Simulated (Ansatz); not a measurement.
# LiCl (Fm-3m): given cell or relaxed cell?

How far does the choice of cell move the gap? The case is LiCl (Fm-3m).

Program: Ansatz 0.2.0. Level of theory: PBE, HSE06 and G0W0, plane waves, PAW. Results are calculated unless marked as measured.

### Step 1. The starting structure

The structure is cubic, space group Fm-3m (No. 225). The conventional cell has a = 5.143 Å, b = 5.143 Å, c = 5.143 Å, α = 90.00°, β = 90.00°, γ = 90.00°. Li has 6 Cl at 2.57 Å nearest. Cl has 6 Li at 2.57 Å nearest. Farther neighbours and most contacts between anions are not listed.

The cell and positions come from the Crystallography Open Database and are kept as given unless a step says otherwise.

### Step 2. PBE bands at the given cell

The cheap functional maps the bands first; the places of the edges decide which points the dearer methods must see.

This step: DFT, PBE, plane waves, PAW; PAW set soft_1.

input.yaml reads:

```yaml
crystal:
  lattice:
    - [0.0, 2.5715, 2.5715]
    - [2.5715, 0.0, 2.5715]
    - [2.5715, 2.5715, 0.0]
  atoms:
    - { symbol: Li, position: [0.0, 0.0, 0.0] }
    - { symbol: Cl, position: [0.5, 0.5, 0.5] }
kpoints:
  mp_grid: { grid: [8, 8, 8] }
  band_path:
    path:
      - [[0.0, 0.0, 0.0], [0.5, 0.0, 0.5], [0.625, 0.25, 0.625]]
      - [[0.375, 0.375, 0.75], [0.0, 0.0, 0.0], [0.5, 0.5, 0.5], [0.5, 0.25, 0.75], [0.5, 0.0, 0.5]]
    npoints: 10
hamiltonian:
  xc: pbe
  pseudopotentials: { kind: paw, azcp: { folder: soft_1 } }
scf:
  occupations: { method: fermi_dirac, width: 0.02 }
  n_extra_bands: 4
output:
  eigenvalues: true
```

Command:

```console
$ ansatz run input.yaml --threads 24 --pin off --max-ram 82944MiB --backend cuda --events-out ev --progress --plain --runs-dir out --devices 1 --max-vram 78GiB
```

Numbers of over 12 decimals in the logs are rounded to 6 here.

What it wrote:

```text
scf.n_extra_bands = 4 over 5 filled bands (N_el = 10.0): the run solves 9 bands
GPUs: using 1 of 1 available (devices: 1).
Engine: ansatz 0.2.0, aarch64-unknown-linux-gnu
Pseudopotentials: kind: paw
Pseudopotential: Li, paw, valence charge 3, recommended cutoff 420 eV (normal), soft_1/Li.paw.azcp
Pseudopotential: Cl, paw, valence charge 7, recommended cutoff 420 eV (normal), soft_1/Cl.paw.azcp
Functional definition: PBE
  parameter kappa = 0.804
  parameter beta = 0.066725
  exchange = pbe_x(kappa = kappa, mu = beta*pi^2/3)
  correlation = pbe_c(beta = beta)
device memory: the entry about to start is reckoned to put 0.6 GiB on a device that reports 168.3 GiB free (of which the cap on the GPU budget leaves the run 78.0 GiB)
GPU FFT provider: cuFFT
GPU libraries: cuBLAS 13.8.1, cuFFT 12.4.0, cuSOLVER 12.3.2
GPU matrix products: emulated (plane waves: as basis.precision tells), large ones in fixed point in workspaces of 1.00 GiB
Crystal: 2 atoms, lattice volume = 34.009 Å³
Basis set: ecut = 420 eV, 645 PW (Γ)
Bands: 9, of which v1, the nominal top of the filled ones, is band 5 counted from 1 (4 counted from 0)
Symmetry: 48 space group operations
Space group: Fm-3m (ITA 225), of the structure as read, at distance tolerance 3.2e-5 Å
k-points: 29 of 512
Non-local potential: Li, projectors of the file, l = 0: 3, l = 1: 2, l = 2: 1
Non-local potential: Cl, projectors of the file, l = 0: 2, l = 1: 2, l = 2: 1
PAW form: soft (Blöchl's): semilocal exchange-correlation on the pseudo side does not see the compensation charge
PAW one-centre angular grid: Li, 110 points (default); XC on 96 Gauss nodes
PAW one-centre angular grid: Cl, 110 points (default); XC on 64 Gauss nodes
Initial density: superposition of atomic densities (chi_scale 0.1, normalization cell, long waves kept (reshape's long-wave potential 0.00 eV rms))
Initial wavefunctions: pseudopotential atomic-orbital guess
GPU buffer pool allocated for 15625 grid points (all kernels)
GPU transforms: local potential and band sums: pruned to the plane-wave sphere, on 25×25×25
Functional: x = pbe(κ = 0.804, μ = 0.219515), c = pbe(β = 0.066725)
SCF iter   1: F=—  HF=-1287.810545 eV  |F-HF|=—  |Δ(HF+E_count)|=         —  Δρ=2.86e-2  dr2=1.94e-1  ethr=3.10e-3  ⟨swp⟩=6.2  Hψ=2162  notcnv=0
preconditioner: auto → none  [insulator: Δε(μ)=5.859 eV  Ē_g=13.747 eV  σ=0.020 eV  W_gap=1.00  n_scr=8 (ndim 8)  ℏωp=18.0 eV  f_vac=0.000  D(μ)=0.00/eV (n_scr^D=0)  ε∞_Penn≈2.7]
SCF iter   2: F=—  HF=-1287.825932 eV  |F-HF|=—  |Δ(HF+E_count)|=   1.54e-2  Δρ=1.36e-2  dr2=4.20e-2  ethr=1.94e-3  ⟨swp⟩=2.1  Hψ=611  notcnv=0
SCF iter   3: F=—  HF=-1287.835441 eV  |F-HF|=—  |Δ(HF+E_count)|=   9.51e-3  Δρ=2.77e-3  dr2=2.34e-3  ethr=4.20e-4  ⟨swp⟩=2.1  Hψ=470  notcnv=0
SCF iter   4: F=—  HF=-1287.835115 eV  |F-HF|=—  |Δ(HF+E_count)|=   3.26e-4  Δρ=4.64e-4  dr2=4.80e-5  ethr=2.34e-5  ⟨swp⟩=2.6  Hψ=471  notcnv=0
SCF iter   5: F=—  HF=-1287.835172 eV  |F-HF|=—  |Δ(HF+E_count)|=   5.71e-5  Δρ=7.88e-5  dr2=2.80e-6  ethr=4.80e-7  ⟨swp⟩=2.6  Hψ=409  notcnv=0
SCF iter   6: F=-1287.835171 eV  HF=-1287.835171 eV  |F-HF|=1.16e-10  |Δ(HF+E_count)|=   9.66e-7  Δρ=7.29e-6  dr2=1.38e-8  ethr=1.00e-9  ⟨swp⟩=2.5  Hψ=1156  notcnv=0
SCF 1 converged in 6 iterations: F = -1287.835171 eV  dr2 = 1.38e-8
[...]
device memory: the entry about to start is reckoned to put 0.6 GiB on a device that reports 168.2 GiB free (of which the cap on the GPU budget leaves the run 78.0 GiB)
NSCF: frozen V_eff on 62 k-points, pencils in batches of 32, up to order 44
SCF converged after 6 iterations
Free energy (F): -1287.835171 eV
Harris-Foulkes:  -1287.835171 eV  (|F-HF|=1.16e-10)
Internal energy: -1287.835171 eV  (E = F + TS)
E sigma→0 (E₀):  -1287.835171 eV
Fermi energy:    4.786985 eV
--- Per-component energies (eV) ---
  E_band       = -104.012683
  E_kinetic    = 169.914638
  E_local      = -328.895451  (includes V_loc(G=0)·N_el)
  E_nonlocal   = 11.492119
  E_hartree    = 96.616510
  E_xc         = -117.311181
  E_vxc        = -129.219709  (∫ρ·V_xc dr)
  E_paw        = -683.307939  (= ΣΔE_a)
  E_vpaw       = -20.539162  (= ΣTr[D̂ρ^β])
  E_aug_tail   = 0.000363  (compensation charges beyond the density's cutoff)
  E_ewald      = -436.344230
  E_smearing   = -0.000000  (= −TS)
  E_closure    = 0.000000  (closes the sum)
  Σ components = -1287.835171   (vs F -1287.835171, Δ=0.00e0)
--- Band table (eV; the first three rows and the last of 29) ---
  k-point 0: bands = ["-41.9035", "-11.7520", "1.6181", "1.6181", "1.6181", "7.9052", "13.4049", "13.4049", "13.4049"]
  k-point 1: bands = ["-41.9032", "-11.6777", "1.0975", "1.5777", "1.5777", "8.3666", "12.6667", "13.3245", "13.3245"]
  k-point 2: bands = ["-41.9022", "-11.4888", "0.0552", "1.4855", "1.4855", "8.8038", "12.2204", "12.2204", "12.5121"]
  k-point 28: bands = ["-41.9001", "-10.9627", "-0.4718", "-0.4718", "0.5713", "11.0752", "11.7010", "11.9795", "11.9795"]
```

It took 0.92 s on 1 × NVIDIA GB200 (shared by 2 runs) with 24 threads of Arm Neoverse V2, shared host; peak memory 0.97 GiB; 1.7 s of CPU time.

In the SCF lines HF is the Harris–Foulkes energy and dr2 the Hartree energy of the density residual, in eV; the loop may stop once dr2 is under the threshold and the program's other checks hold. Hψ counts applications of the Hamiltonian.

This step gave:

- filled bands: 5
- gap: 6.284 eV
- valence top at: k = (0.075, 0.075, 0.150)
- conduction bottom at: Γ
- least direct gap: 6.287 eV

The gap is indirect, with the least direct gap 0.003 eV higher.

### Step 3. The relaxed cell

Cell and ions were relaxed with PBE; that run is not shown. It left this cell:

Symmetry: Fm-3m, No. 225, cubic system. Conventional cell: a = 5.148 Å, b = 5.148 Å, c = 5.148 Å, α = 90.00°, β = 90.00°, γ = 90.00°. Nearest to Li lie 6 Cl at 2.57 Å. Nearest to Cl lie 6 Li at 2.57 Å. Farther neighbours and most contacts between anions are not listed.

### Step 4. PBE at the relaxed cell

Changes to input.yaml since step 2:

```diff
@@ -2,5 +2,5 @@
   lattice:
-    - [0.0, 2.5715, 2.5715]
-    - [2.5715, 0.0, 2.5715]
-    - [2.5715, 2.5715, 0.0]
+    - [0.0, 2.5741019214, 2.5741019214]
+    - [2.5741019214, 0.0, 2.5741019214]
+    - [2.5741019214, 2.5741019214, 0.0]
   atoms:
```

What it wrote:

```text
[...]
GPUs: using 1 of 1 available (devices: 1).
[...]
GPU FFT provider: cuFFT
GPU libraries: cuBLAS 13.8.1, cuFFT 12.4.0, cuSOLVER 12.3.2
[...]
Crystal: 2 atoms, lattice volume = 34.112 Å³
Basis set: ecut = 420 eV, 645 PW (Γ)
Bands: 9, of which v1, the nominal top of the filled ones, is band 5 counted from 1 (4 counted from 0)
[... 1 set-up line as in the run before ...]
[...]
SCF 1 converged in 6 iterations: F = -1287.835232 eV  dr2 = 1.46e-8
[...]
NSCF: frozen V_eff on 62 k-points, pencils in batches of 32, up to order 44
SCF converged after 6 iterations
Free energy (F): -1287.835232 eV
[...]
Internal energy: -1287.835232 eV  (E = F + TS)
E sigma→0 (E₀):  -1287.835232 eV
Fermi energy:    4.752621 eV
[...]
--- Band table (eV; the first three rows and the last of 29) ---
[...]
```

Elapsed: 0.93 s, on 1 × NVIDIA GB200 (shared by 2 runs) with 24 threads; peak memory 0.97 GiB; 1.7 s of CPU time.

Numbers from this step:

```yaml
gap: 6.267 eV
valence_top_at: k = (0.075, 0.075, 0.150)
conduction_bottom_at: Γ
least_direct_gap: 6.270 eV
```

The gap is indirect, with the least direct gap 0.003 eV higher.

### Step 5. HSE06 at the relaxed cell

HSE06 mixes in a quarter of exact exchange at short range. Exchange couples all pairs of k points, which makes a full band path dear, so levels are read on the mesh and at chosen points.

This step: DFT, HSE06, plane waves, PAW; PAW set soft_1.

input.yaml, the sections that differ from step 4:

```yaml
kpoints:
  mp_grid: { grid: [6, 6, 6] }
  band_path:
    path:
      - [0.0, 0.0, 0.0]
      - [0.5, 0.0, 0.5]
      - [0.625, 0.25, 0.625]
      - [0.375, 0.375, 0.75]
      - [0.5, 0.5, 0.5]
      - [0.5, 0.25, 0.75]
      - [0.075, 0.075, 0.15]
    npoints: 1
hamiltonian:
  xc: hse06
  pseudopotentials: { kind: paw, azcp: { folder: soft_1 } }
scf:
  occupations: { method: fixed }
  n_extra_bands: 4
# crystal, output: as in step 4
```

What it wrote:

```text
[...]
GPUs: using 1 of 1 available (devices: 1).
[...]
davidson cushion auto → on  (no smearing: the cushion is to keep the highest requested band from converging to the state above it; pin scf.eigensolver.cushion to override)
[...]
GPU FFT provider: cuFFT
GPU libraries: cuBLAS 13.8.1, cuFFT 12.4.0, cuSOLVER 12.3.2
[...]
Crystal: 2 atoms, lattice volume = 34.112 Å³
Basis set: ecut = 420 eV, 645 PW (Γ)
[...]
Stability not checked: this state was not tested for a lower state beside it, because the functional holds exact exchange (a hybrid, or Hartree-Fock), whose exchange loop this test does not read (fock_operator; see scf.lower_state_search)
Free energy (F): -1288.689122 eV
Frozen-core exchange: fock
[...]
Internal energy: -1288.689122 eV  (E = F + TS)
E sigma→0 (E₀):  -1288.689122 eV
Fermi energy:    0.634012 eV
[...]
--- Band table (eV; the first three rows and the last of 16) ---
[...]
```

Wall time 2.4 s (1 × NVIDIA GB200 (shared by 2 runs) with 24 threads); peak memory 1.1 GiB; 9.5 s of CPU time.

This step gave:

```yaml
gap: 7.657 eV
valence_top_at: k = (0.075, 0.075, 0.150)
conduction_bottom_at: Γ
least_direct_gap: 7.659 eV
```

The gap stands +1.39 eV against PBE.

### Step 6. G0W0 at the relaxed cell

G0W0 replaces the xc potential by the self-energy, built once from these orbitals. Only a window of levels is corrected, while the sums run over the empty bands that the input names. This step takes PAW set soft_1 files.

This step: G0W0 on PBE, plane waves, PAW; PAW set soft_1.

input.yaml reads:

```yaml
crystal:
  lattice:
    - [0.0, 2.5741019214, 2.5741019214]
    - [2.5741019214, 0.0, 2.5741019214]
    - [2.5741019214, 2.5741019214, 0.0]
  atoms:
    - { symbol: Li, position: [0.0, 0.0, 0.0] }
    - { symbol: Cl, position: [0.5, 0.5, 0.5] }
kpoints:
  mp_grid: { grid: [6, 6, 6] }
hamiltonian:
  xc: pbe
  pseudopotentials: { kind: paw, azcp: { folder: soft_1 } }
scf:
  occupations: { method: fixed }
gw:
  n_empty_bands: 101
  ecut_chi: 120
  qp_bands: [v2, c2]
  qp_kpoints: band_edges
  screening: { model: contour_deformation }
```

What it wrote:

```text
GPUs: using 1 of 1 available (devices: 1).
[...]
GPU FFT provider: cuFFT
GPU libraries: cuBLAS 13.8.1, cuFFT 12.4.0, cuSOLVER 12.3.2
[...]
Crystal: 2 atoms, lattice volume = 34.112 Å³
Basis set: ecut = 420 eV, 645 PW (Γ)
Bands: 9, of which v1, the nominal top of the filled ones, is band 5 counted from 1 (4 counted from 0)
[... 1 set-up line as in the run before ...]
[...]
k-points: 16 of 216
[...]
1     7     12.4060    -4.7232    -3.9944    -9.8056  0.8328    13.5053    13.4940  root
[...]
14     4     -0.1049   -19.5218     2.8507   -14.7865  0.7935    -2.0308    -1.9894  root
    14     5      0.8229   -20.5210     2.6675   -16.0761  0.7978    -0.9868    -0.9544  root
    14     6     10.4516    -4.9239    -3.8153    -9.7567  0.8396    11.4776    11.4691  root
    14     7     10.8566    -5.2098    -3.8270   -10.1634  0.8380    11.9938    11.9831  root
[key lines of the parts left out:]
SCF converged after 6 iterations
Free energy (F): -1287.835104 eV
Fermi energy:    1.592464 eV
```

Wall time 2 s (1 × NVIDIA GB200 (shared by 2 runs) with 24 threads); peak memory 1.1 GiB; 8.6 s of CPU time.

Numbers from this step:

- bands summed: 106
- RPA ε∞ on this mesh (eigenvalues): 2.747, 2.747, 2.747
- plane waves in the screening matrix: 113
- G0W0 gap on the mesh: 8.695 eV
- k of the valence top: 0, 0, 0
- k of the conduction bottom: 0, 0, 0
- starting gap on the mesh: 6.270 eV
- least direct G0W0 gap on the computed points: 8.695 eV

The gap on the mesh goes from 6.27 eV to 8.70 eV, a correction of +2.43 eV. Between the two edge states, bare exchange in place of the xc potential would open the gap by 8.56 eV, and correlation takes back 6.13 eV.

### Step 7. G0W0 at the given cell

Changes to input.yaml since step 6:

```diff
@@ -2,5 +2,5 @@
   lattice:
-    - [0.0, 2.5741019214, 2.5741019214]
-    - [2.5741019214, 0.0, 2.5741019214]
-    - [2.5741019214, 2.5741019214, 0.0]
+    - [0.0, 2.5715, 2.5715]
+    - [2.5715, 0.0, 2.5715]
+    - [2.5715, 2.5715, 0.0]
   atoms:
```

What it wrote:

```text
GPUs: using 1 of 1 available (devices: 1).
[...]
GPU FFT provider: cuFFT
GPU libraries: cuBLAS 13.8.1, cuFFT 12.4.0, cuSOLVER 12.3.2
[...]
Crystal: 2 atoms, lattice volume = 34.009 Å³
Basis set: ecut = 420 eV, 645 PW (Γ)
Bands: 9, of which v1, the nominal top of the filled ones, is band 5 counted from 1 (4 counted from 0)
[... 1 set-up line as in the run before ...]
[...]
k-points: 16 of 216
[...]
1     7     12.4373    -4.7369    -3.9995    -9.8247  0.8328    13.5370    13.5257  root
[...]
14     4     -0.0878   -19.5250     2.8523   -14.7882  0.7935    -2.0135    -1.9723  root
    14     5      0.8447   -20.5250     2.6679   -16.0801  0.7980    -0.9645    -0.9322  root
    14     6     10.4843    -4.9332    -3.8202    -9.7713  0.8396    11.5106    11.5021  root
    14     7     10.8893    -5.2215    -3.8318   -10.1802  0.8380    12.0268    12.0162  root
[key lines of the parts left out:]
SCF converged after 6 iterations
Free energy (F): -1287.835037 eV
Fermi energy:    1.618253 eV
```

The job ended after 2.9 s (1 × NVIDIA GB200 (shared by 2 runs) with 24 threads; peak memory 1.1 GiB; 15 s of CPU time).

This step gave:

- bands summed: 106
- RPA ε∞ on this mesh (eigenvalues): 2.751, 2.751, 2.751
- plane waves in the screening matrix: 113
- G0W0 gap on the mesh: 8.712 eV
- k of the valence top: 0, 0, 0
- k of the conduction bottom: 0, 0, 0
- starting gap on the mesh: 6.287 eV
- least direct G0W0 gap on the computed points: 8.712 eV

The gap on the mesh goes from 6.29 eV to 8.71 eV, a correction of +2.43 eV. Between the two edge states, bare exchange in place of the xc potential would open the gap by 8.56 eV, and correlation takes back 6.14 eV.

### Step 8. Together

G0W0 rows are gaps on the mesh, lowered by the amount that the mesh misses the start's edges, a rough step that assumes the same correction there.

```csv
level,given cell (eV),relaxed cell (eV),change (eV)
PBE,6.28,6.27,−0.02
HSE06,-,7.66,-
G0W0@PBE,8.71,8.69,−0.02
```

### Step 9. Summary of results

- volume change: +0.3 %
- PBE, given cell: 6.28 eV
- PBE, relaxed cell: 6.27 eV
- HSE06, relaxed cell: 7.66 eV
- G0W0@PBE, relaxed cell: 8.69 eV
- G0W0@PBE, given cell: 8.71 eV
- known limits: not at the basis limit

In words: Relaxation changes the volume by +0.3 % and the gap by −0.02 eV (PBE) and −0.02 eV (G0W0@PBE). Bands and cutoff are finite, so the gap is not at the basis limit. The miss can reach some tenths of an eV and take either sign; the mesh is an error of its own.

[Paths, hosts, dates, memory and timing lines, banners, echoed tables and standing remarks are left out of the program output.]

[Logs are printed without paths, hosts, clocks, repeated set-up lines and the standing remarks that a program may print on its own settings, such as how far it seeks lower states.]

[Runs of the session that timed out or met a known fault of the program may be left out.]

[Cells called generated may have been cut or substituted from an entry of the Crystallography Open Database or the Materials Project.]

[Hosts, paths, dates, database ids (printed as entryN), source tags and the programs' standing remarks are cut or masked in the printed files.]
